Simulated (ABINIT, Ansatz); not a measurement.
# A GW chain in ABINIT: PNO (P3_2), part 2 of 3

How does a plane-wave GW calculation on PNO (P3_2) run from the first input to the gap?

ABINIT 10.8.3; LDA and many-body steps on it, plane waves. Known limits of the many-body steps: not at the basis limit; coarse k mesh.

So far. Step 2 (Ground state): The gap is indirect, with the least direct gap 0.27 eV higher.

## Step 3: Bands along the symmetry lines

Level of this step: DFT, LDA, plane waves, norm-conserving pseudopotentials (ABINIT).

Levels along a band path, at the cheap level, show where the edges lie and whether the meshes to come will hold them.

run.abi

```
acell 3*1.0 Angstrom
rprim 
  4.783611555019 -0.000000000004 0.000000000000
  -2.391805777506 4.142729128486 0.000000000000
  0.000000000000 0.000000000000 5.281207000000
ntypat 3
znucl 15 7 8
natom 9
typat 1 1 1 2 2 2 3 3 3
xred 
  0.985906000000 0.461916000000 0.328176000000
  0.538084000000 0.523990000000 0.994842666667
  0.476010000000 0.014094000000 0.661509333333
  0.388331000000 0.260582000000 0.782152000000
  0.872251000000 0.611669000000 0.115485333333
  0.739418000000 0.127749000000 0.448818666667
  0.146478000000 0.720287000000 0.556338000000
  0.279713000000 0.426191000000 0.223004666667
  0.573809000000 0.853522000000 0.889671333333
pp_dirpath "pseudos"
pseudos "P.upf, N.upf, O.upf"
ecut 36
iscf -2
irdden 1
kptopt 0
nkpt 43
kpt 
  0.00000000 0.00000000 0.00000000
  0.12500000 0.00000000 0.00000000
  0.25000000 0.00000000 0.00000000
  0.37500000 0.00000000 0.00000000
  0.50000000 0.00000000 0.00000000
  0.45833333 0.08333333 0.00000000
  0.41666666 0.16666666 0.00000000
  0.37500000 0.25000000 0.00000000
  0.33333333 0.33333333 0.00000000
  0.25000000 0.25000000 0.00000000
  0.16666666 0.16666666 0.00000000
  0.08333333 0.08333333 0.00000000
  0.00000000 0.00000000 0.00000000
  0.00000000 0.00000000 0.12500000
  0.00000000 0.00000000 0.25000000
  0.00000000 0.00000000 0.37500000
  0.00000000 0.00000000 0.50000000
  0.12500000 0.00000000 0.50000000
  0.25000000 0.00000000 0.50000000
  0.37500000 0.00000000 0.50000000
  0.50000000 0.00000000 0.50000000
  0.45833333 0.08333333 0.50000000
  0.41666666 0.16666666 0.50000000
  0.37500000 0.25000000 0.50000000
  0.33333333 0.33333333 0.50000000
  0.25000000 0.25000000 0.50000000
  0.16666666 0.16666666 0.50000000
  0.08333333 0.08333333 0.50000000
  0.00000000 0.00000000 0.50000000
  0.50000000 0.00000000 0.50000000
  0.50000000 0.00000000 0.37500000
  0.50000000 0.00000000 0.25000000
  0.50000000 0.00000000 0.12500000
  0.50000000 0.00000000 0.00000000
  0.33333333 0.33333333 0.50000000
  0.33333333 0.33333333 0.37500000
  0.33333333 0.33333333 0.25000000
  0.33333333 0.33333333 0.12500000
  0.33333333 0.33333333 0.00000000
  0.33333333 0.33333333 -0.12500000
  0.33333333 0.33333333 -0.25000000
  0.33333333 0.33333333 -0.37500000
  0.33333333 0.33333333 -0.50000000
istwfk *1
nband 31
nbdbuf 2
tolwfr 1e-08
nstep 40
prtwf 0
prtvol 0
indata_prefix "in"
outdata_prefix "out"
tmpdata_prefix "tmp"
```

Command:

```
> OMP_NUM_THREADS=1 mpirun -n 4 abinit run.abi > log
```

Numbers of over 12 decimals in the logs are rounded to 6 here.

Log:

```text
.Version 10.8.3 of ABINIT. v10.8.2 released Aug 2026.

 Symmetries : space group P3_2 (#145); Bravais hP (primitive hexag.)
[... echo of the input left out ...]
== DATASET  1 ==================================================================
-   mpi_nproc: 4, omp_nthreads: 1 (-1 if OMP is not activated)

--- !DatasetInfo
iteration_state: {dtset: 1, }
dimensions: {natom: 9, nkpt: 43, mband: 31, nsppol: 1, nspinor: 1, nspden: 1, mpw: 7316, }
cutoff_energies: {ecut:  36.0, pawecutdg:  -1.0, }
electrons: {nelect:   4.80000000E+01, charge:   0.00000000E+00, occopt:   1.00000000E+00, tsmear:   1.00000000E-02, }

 Real(R)+Recip(G) space primitive vectors, cartesian coordinates (Bohr,Bohr^-1):
 R(1)=  9.0397157  0.0000000  0.0000000  G(1)=  0.1106229  0.0638682  0.0000000
 R(2)= -4.5198579  7.8286235  0.0000000  G(2)=  0.0000000  0.1277364  0.0000000
 R(3)=  0.0000000  0.0000000  9.9800348  G(3)=  0.0000000  0.0000000  0.1002001
 Unit cell volume ucvol=  7.0627240E+02 bohr^3
 Angles (23,13,12)=  9.00000000E+01  9.00000000E+01  1.20000000E+02 degrees

 getcut: wavevector=  0.0000  0.0000  0.0000  ngfft=  50  50  54
         ecut(hartree)=     36.000   => boxcut(ratio)=   2.00330

--- Pseudopotential description ------------------------------------------------
- P Generated using ONCVPSP code by D. R. Hamann
- 15.00000   5.00000  180309                  znucl, zion, pspdat
12 -1012 2 -1 1298                            pspcod,pspxc,lmax,lloc,mmax
     nproj     2     2     2
  pspatm : epsatm=    7.03163270
         --- l  ekb(1:nproj) -->
             0    6.795192    1.078292
             1    3.452929    0.907117
             2   -3.024864   -0.802189
 pspatm: atomic psp has been read  and splines computed

- N Generated using ONCVPSP code by D. R. Hamann
-  7.00000   5.00000  180309                  znucl, zion, pspdat
12 -1012 1 -1 1058                            pspcod,pspxc,lmax,lloc,mmax
     nproj     2     2     0
  pspatm : epsatm=    5.30777321
         --- l  ekb(1:nproj) -->
[...]
pspatm: atomic psp has been read  and splines computed

- O Generated using ONCVPSP code by D. R. Hamann
-  8.00000   6.00000  201201                  znucl, zion, pspdat
12 -1012 2 -1 926                             pspcod,pspxc,lmax,lloc,mmax
     nproj     2     2     1
  pspatm : epsatm=    6.27558587
         --- l  ekb(1:nproj) -->
[...]
2   -1.033686
 pspatm: atomic psp has been read  and splines computed

--------------------------------------------------------------------------------

================================================================================
 prteigrs : about to open file out_EIG
 Non-SCF case, kpt    1 (  0.00000  0.00000  0.00000), residuals and eigenvalues=
  4.47E-09  8.80E-09  9.37E-09  4.72E-09  3.39E-09  9.80E-09  3.02E-09  4.56E-09
[...]
4.3750E-01

--- !ResultsGS
iteration_state: {dtset: 1, }
comment   : Summary of ground state results
lattice_vectors:
- [  9.0397157,  -0.0000000,   0.0000000, ]
- [ -4.5198579,   7.8286235,   0.0000000, ]
- [  0.0000000,   0.0000000,   9.9800348, ]
lattice_lengths: [   9.03972,    9.03972,    9.98003, ]
lattice_angles: [ 90.000,  90.000, 120.000, ] # degrees, (23, 13, 12)
lattice_volume:   7.0627240E+02
convergence: {deltae:  0.000E+00, res2:  0.000E+00, residm:  9.991E-09, diffor:  0.000E+00, }
etotal    :  -1.01642433E+02
entropy   :   0.00000000E+00
fermie    :   1.02975172E-01
cartesian_stress_tensor: null
pressure_GPa: null
xred      :
- [  9.8591E-01,   4.6192E-01,   3.2818E-01,  P]
- [  5.3808E-01,   5.2399E-01,   9.9484E-01,  P]
- [  4.7601E-01,   1.4094E-02,   6.6151E-01,  P]
- [  3.8833E-01,   2.6058E-01,   7.8215E-01,  N]
- [  8.7225E-01,   6.1167E-01,   1.1549E-01,  N]
- [  7.3942E-01,   1.2775E-01,   4.4882E-01,  N]
- [  1.4648E-01,   7.2029E-01,   5.5634E-01,  O]
- [  2.7971E-01,   4.2619E-01,   2.2300E-01,  O]
- [  5.7381E-01,   8.5352E-01,   8.8967E-01,  O]
cartesian_forces: null
force_length_stats: {min: null, max: null, mean: null, }

 Integrated electronic density in atomic spheres:
 ------------------------------------------------
 Atom  Sphere_radius  Integrated_density
[...]
================================================================================

 ----iterations are completed or convergence reached----

 Mean square residual over all n,k,spin=   60.671E-10; max=  99.910E-10
 reduced coordinates (array xred) for    9 atoms
[...]
0.279713000000      0.426191000000      0.223004666667
       0.573809000000      0.853522000000      0.889671333333

 cartesian coordinates (angstrom) at end:
    1      3.611378     1.913593     1.733165
    2      1.320703     2.170749     5.253970
    3      2.243337     0.058388     3.493568
[...]
8      0.318672     1.765594     1.177734
    9      0.703421     3.535910     4.698538
 length scales=  1.889726125908  1.889726125908  1.889726125908 bohr
              =  1.000000000000  1.000000000000  1.000000000000 angstroms
 prteigrs : about to open file out_EIG
 Eigenvalues (hartree) for nkpt=  43  k points:
 kpt#   1, nband= 31, wtk=  1.00000, kpt=  0.0000  0.0000  0.0000 (reduced coord)
[...]
kpt#   2, nband= 31, wtk=  1.00000, kpt=  0.1250  0.0000  0.0000 (reduced coord)
[...]
kpt#   3, nband= 31, wtk=  1.00000, kpt=  0.2500  0.0000  0.0000 (reduced coord)
[...]
kpt#  42, nband= 31, wtk=  1.00000, kpt=  0.3333  0.3333 -0.3750 (reduced coord)
[...]
0.31270    0.33844    0.34150    0.37392    0.37717    0.39200    0.42792
 kpt#  43, nband= 31, wtk=  1.00000, kpt=  0.3333  0.3333 -0.5000 (reduced coord)
[...]
-0.25688   -0.19267   -0.17142   -0.17071   -0.08224   -0.08212   -0.05095   -0.03196
  -0.02519   -0.01900    0.01731    0.02677    0.05364    0.07125    0.07364    0.07979
   0.30936    0.33316    0.33795    0.37154    0.37793    0.40168    0.43750

== END DATASET(S) ==============================================================
================================================================================

 -outvars: echo values of variables after computation  --------
            nband          31
             nkpt          43
          spgroup         145
 [... the other variables as echoed above ...]

 Calculation completed.
```

Elapsed: 74 s, on 4 MPI ranks of Arm Neoverse V1, shared host; peak memory 0.44 GiB.

This step gave:

| Property | Result |
| --- | --- |
| gap | 5.136 eV |
| k of the valence top | 0.5, 0, 0 |
| k of the conduction bottom | 0, 0, 0 |
| least direct gap | 5.430 eV |

The gap is 5.136 eV, as in the run before at this level.

The electronic bands at the labelled points (eV, zero at the top of the highest filled band):

| point | band 21 | band 22 | band 23 | band 24 | band 25 | band 26 | band 27 | band 28 |
| --- | --- | --- | --- | --- | --- | --- | --- | --- |
| Γ | -1.49 | -1.12 | -0.58 | -0.58 | 5.14 | 5.55 | 5.55 | 6.74 |
| halfway | -1.72 | -1.25 | -0.36 | -0.24 | 5.22 | 5.63 | 6.19 | 6.95 |
| M | -1.75 | -1.30 | -0.32 | 0.00 | 5.46 | 6.27 | 6.72 | 7.45 |
| halfway | -1.90 | -1.22 | -0.24 | -0.03 | 5.70 | 6.33 | 6.71 | 7.36 |
| K | -2.02 | -1.15 | -0.13 | -0.09 | 6.16 | 6.40 | 6.47 | 7.32 |
| halfway | -1.79 | -1.26 | -0.29 | -0.21 | 5.27 | 5.73 | 6.38 | 7.00 |
| Γ | -1.49 | -1.12 | -0.58 | -0.58 | 5.14 | 5.55 | 5.55 | 6.74 |
| halfway | -1.51 | -1.07 | -0.44 | -0.40 | 5.35 | 5.63 | 5.69 | 7.10 |
| A | -1.53 | -0.70 | -0.70 | -0.25 | 5.35 | 6.05 | 6.05 | 7.16 |
| halfway | -1.45 | -0.91 | -0.72 | -0.29 | 5.48 | 5.86 | 6.20 | 7.23 |
| L | -1.43 | -1.07 | -0.59 | -0.40 | 5.56 | 5.96 | 6.90 | 7.24 |
| halfway | -1.37 | -1.01 | -0.65 | -0.52 | 5.57 | 6.07 | 6.68 | 7.25 |
| H | -1.34 | -0.86 | -0.80 | -0.63 | 5.62 | 6.26 | 6.39 | 7.31 |
| halfway | -1.42 | -0.88 | -0.80 | -0.33 | 5.56 | 5.73 | 6.40 | 7.18 |
| A | -1.53 | -0.70 | -0.70 | -0.25 | 5.35 | 6.05 | 6.05 | 7.16 |
| jump to L | -1.43 | -1.07 | -0.59 | -0.40 | 5.56 | 5.96 | 6.90 | 7.24 |
| halfway | -1.62 | -1.12 | -0.51 | -0.17 | 5.53 | 6.03 | 6.89 | 7.36 |
| M | -1.75 | -1.30 | -0.32 | 0.00 | 5.46 | 6.27 | 6.72 | 7.45 |
| jump to H | -1.34 | -0.86 | -0.80 | -0.63 | 5.62 | 6.26 | 6.39 | 7.31 |
| halfway | -1.61 | -1.21 | -0.39 | -0.28 | 5.83 | 6.05 | 6.36 | 7.53 |
| K | -2.02 | -1.15 | -0.13 | -0.09 | 6.16 | 6.40 | 6.47 | 7.32 |
| halfway | -1.97 | -0.94 | -0.47 | -0.25 | 5.89 | 6.47 | 6.63 | 7.49 |
| H2 | -1.34 | -0.86 | -0.80 | -0.63 | 5.62 | 6.26 | 6.39 | 7.31 |

## Step 4: Empty states on the mesh, 3×3×2 mesh, 81 bands

The sums over transitions need many empty states on a uniform mesh; this step solves for them.

run.abi

```
acell 3*1.0 Angstrom
rprim 
  4.783611555019 -0.000000000004 0.000000000000
  -2.391805777506 4.142729128486 0.000000000000
  0.000000000000 0.000000000000 5.281207000000
ntypat 3
znucl 15 7 8
natom 9
typat 1 1 1 2 2 2 3 3 3
xred 
  0.985906000000 0.461916000000 0.328176000000
  0.538084000000 0.523990000000 0.994842666667
  0.476010000000 0.014094000000 0.661509333333
  0.388331000000 0.260582000000 0.782152000000
  0.872251000000 0.611669000000 0.115485333333
  0.739418000000 0.127749000000 0.448818666667
  0.146478000000 0.720287000000 0.556338000000
  0.279713000000 0.426191000000 0.223004666667
  0.573809000000 0.853522000000 0.889671333333
pp_dirpath "pseudos"
pseudos "P.upf, N.upf, O.upf"
ecut 36
ngkpt 3 3 2
nshiftk 1
shiftk 0 0 0
kptopt 1
chksymbreak 0
iscf -2
irdden 1
istwfk *1
nband 81
nbdbuf 6
tolwfr 1e-09
nstep 60
prtvol 0
indata_prefix "in"
outdata_prefix "out"
tmpdata_prefix "tmp"
```

Log:

```text
.Version 10.8.3 of ABINIT. v10.8.2 released Aug 2026.

 Symmetries : space group P3_2 (#145); Bravais hP (primitive hexag.)
[... echo of the input left out ...]
== DATASET  1 ==================================================================
-   mpi_nproc: 4, omp_nthreads: 1 (-1 if OMP is not activated)

--- !DatasetInfo
iteration_state: {dtset: 1, }
dimensions: {natom: 9, nkpt: 6, mband: 81, nsppol: 1, nspinor: 1, nspden: 1, mpw: 7302, }
cutoff_energies: {ecut:  36.0, pawecutdg:  -1.0, }
electrons: {nelect:   4.80000000E+01, charge:   0.00000000E+00, occopt:   1.00000000E+00, tsmear:   1.00000000E-02, }

 Real(R)+Recip(G) space primitive vectors, cartesian coordinates (Bohr,Bohr^-1):
 R(1)=  9.0397157  0.0000000  0.0000000  G(1)=  0.1106229  0.0638682  0.0000000
 R(2)= -4.5198579  7.8286235  0.0000000  G(2)=  0.0000000  0.1277364  0.0000000
 R(3)=  0.0000000  0.0000000  9.9800348  G(3)=  0.0000000  0.0000000  0.1002001
 Unit cell volume ucvol=  7.0627240E+02 bohr^3
 Angles (23,13,12)=  9.00000000E+01  9.00000000E+01  1.20000000E+02 degrees

 getcut: wavevector=  0.0000  0.0000  0.0000  ngfft=  50  50  54
         ecut(hartree)=     36.000   => boxcut(ratio)=   2.00330

--- Pseudopotential description ------------------------------------------------
- P Generated using ONCVPSP code by D. R. Hamann
- 15.00000   5.00000  180309                  znucl, zion, pspdat
12 -1012 2 -1 1298                            pspcod,pspxc,lmax,lloc,mmax
     nproj     2     2     2
  pspatm : epsatm=    7.03163270
         --- l  ekb(1:nproj) -->
             0    6.795192    1.078292
             1    3.452929    0.907117
             2   -3.024864   -0.802189
 pspatm: atomic psp has been read  and splines computed

- N Generated using ONCVPSP code by D. R. Hamann
-  7.00000   5.00000  180309                  znucl, zion, pspdat
12 -1012 1 -1 1058                            pspcod,pspxc,lmax,lloc,mmax
     nproj     2     2     0
  pspatm : epsatm=    5.30777321
         --- l  ekb(1:nproj) -->
[...]
pspatm: atomic psp has been read  and splines computed

- O Generated using ONCVPSP code by D. R. Hamann
-  8.00000   6.00000  201201                  znucl, zion, pspdat
12 -1012 2 -1 926                             pspcod,pspxc,lmax,lloc,mmax
     nproj     2     2     1
  pspatm : epsatm=    6.27558587
         --- l  ekb(1:nproj) -->
[...]
2   -1.033686
 pspatm: atomic psp has been read  and splines computed

--------------------------------------------------------------------------------

================================================================================
 prteigrs : about to open file out_EIG
 Non-SCF case, kpt    1 (  0.00000  0.00000  0.00000), residuals and eigenvalues=
  5.73E-10  2.57E-10  3.70E-10  5.44E-10  2.31E-10  9.08E-10  2.95E-10  6.71E-10
[...]
8.81E-06
 -7.0329E-01 -6.4115E-01 -6.4115E-01 -4.9037E-01 -4.6801E-01 -4.6801E-01
 -3.3537E-01 -3.3537E-01 -2.2752E-01 -1.8611E-01 -1.8611E-01 -1.7674E-01
 -7.5753E-02 -7.2872E-02 -7.2872E-02 -1.1589E-02 -1.1589E-02 -1.1428E-02
[...]
1.0909E+00  1.0909E+00  1.1184E+00  1.1491E+00  1.1491E+00  1.1698E+00
  1.1942E+00  1.1942E+00  1.2213E+00  1.2350E+00  1.2350E+00  1.2435E+00
[...]
prteigrs : prtvol=0 or 1, do not print more k-points.

--- !ResultsGS
iteration_state: {dtset: 1, }
comment   : Summary of ground state results
lattice_vectors:
- [  9.0397157,  -0.0000000,   0.0000000, ]
- [ -4.5198579,   7.8286235,   0.0000000, ]
- [  0.0000000,   0.0000000,   9.9800348, ]
lattice_lengths: [   9.03972,    9.03972,    9.98003, ]
lattice_angles: [ 90.000,  90.000, 120.000, ] # degrees, (23, 13, 12)
lattice_volume:   7.0627240E+02
convergence: {deltae:  0.000E+00, res2:  0.000E+00, residm:  1.000E-09, diffor:  0.000E+00, }
etotal    :  -1.01642433E+02
entropy   :   0.00000000E+00
fermie    :   1.02975172E-01
cartesian_stress_tensor: null
pressure_GPa: null
xred      :
- [  9.8591E-01,   4.6192E-01,   3.2818E-01,  P]
- [  5.3808E-01,   5.2399E-01,   9.9484E-01,  P]
- [  4.7601E-01,   1.4094E-02,   6.6151E-01,  P]
- [  3.8833E-01,   2.6058E-01,   7.8215E-01,  N]
- [  8.7225E-01,   6.1167E-01,   1.1549E-01,  N]
- [  7.3942E-01,   1.2775E-01,   4.4882E-01,  N]
- [  1.4648E-01,   7.2029E-01,   5.5634E-01,  O]
- [  2.7971E-01,   4.2619E-01,   2.2300E-01,  O]
- [  5.7381E-01,   8.5352E-01,   8.8967E-01,  O]
cartesian_forces: null
force_length_stats: {min: null, max: null, mean: null, }

 Integrated electronic density in atomic spheres:
 ------------------------------------------------
 Atom  Sphere_radius  Integrated_density
[...]
================================================================================

 ----iterations are completed or convergence reached----

 Mean square residual over all n,k,spin=   53.631E-11; max=  99.996E-11
 reduced coordinates (array xred) for    9 atoms
[...]
0.279713000000      0.426191000000      0.223004666667
       0.573809000000      0.853522000000      0.889671333333

 cartesian coordinates (angstrom) at end:
    1      3.611378     1.913593     1.733165
    2      1.320703     2.170749     5.253970
    3      2.243337     0.058388     3.493568
[...]
8      0.318672     1.765594     1.177734
    9      0.703421     3.535910     4.698538
 length scales=  1.889726125908  1.889726125908  1.889726125908 bohr
              =  1.000000000000  1.000000000000  1.000000000000 angstroms
 prteigrs : about to open file out_EIG
 Eigenvalues (hartree) for nkpt=   6  k points:
 kpt#   1, nband= 81, wtk=  0.05556, kpt=  0.0000  0.0000  0.0000 (reduced coord)
[...]
1.03593    1.07578    1.09093    1.09093    1.11844    1.14908    1.14908    1.16982
   1.19422    1.19422    1.22133    1.23498    1.23498    1.24353    1.26533    1.26632
   1.26632
 prteigrs : prtvol=0 or 1, do not print more k-points.

== END DATASET(S) ==============================================================
================================================================================

 -outvars: echo values of variables after computation  --------
            nband          81
             nkpt           6
          spgroup         145
 [... the other variables as echoed above ...]

 Calculation completed.
```

Wall time 44 s (4 MPI ranks); peak memory 0.35 GiB; 2.9 min of CPU time.

Numbers from this step:

* gap: 5.226 eV
* k of the valence top: 0.3333, 0.3333, 0
* k of the conduction bottom: 0, 0, 0
* least direct gap: 5.422 eV
* k points computed: 6
* lowest point of the top converged band, above the valence top: 29.75 eV

On this mesh the gap is 5.226 eV. The earlier step found 5.136 eV, so this mesh misses an edge.

(Part 2 of 3 ends here.)

[Paths, hosts, dates, memory and timing lines, banners, echoed tables and standing remarks are left out of the program output.]

[Logs are printed without paths, hosts, clocks, repeated set-up lines and the standing remarks that a program may print on its own settings, such as how far it seeks lower states.]

[Runs of the session that timed out or met a known fault of the program may be left out.]

[Hosts, paths, dates, database ids (printed as entryN), source tags and the programs' standing remarks are cut or masked in the printed files.]

[G0W0 gaps are taken among the corrected bands and points alone; a level outside them can change the order at an edge.]

[Where Ansatz stands beside ABINIT at settings called matched, ABINIT's density can come from a denser mesh and the files from another edition; pairs whose starting gaps differed by over 0.03 eV were left out, so agreement reads better than it is.]
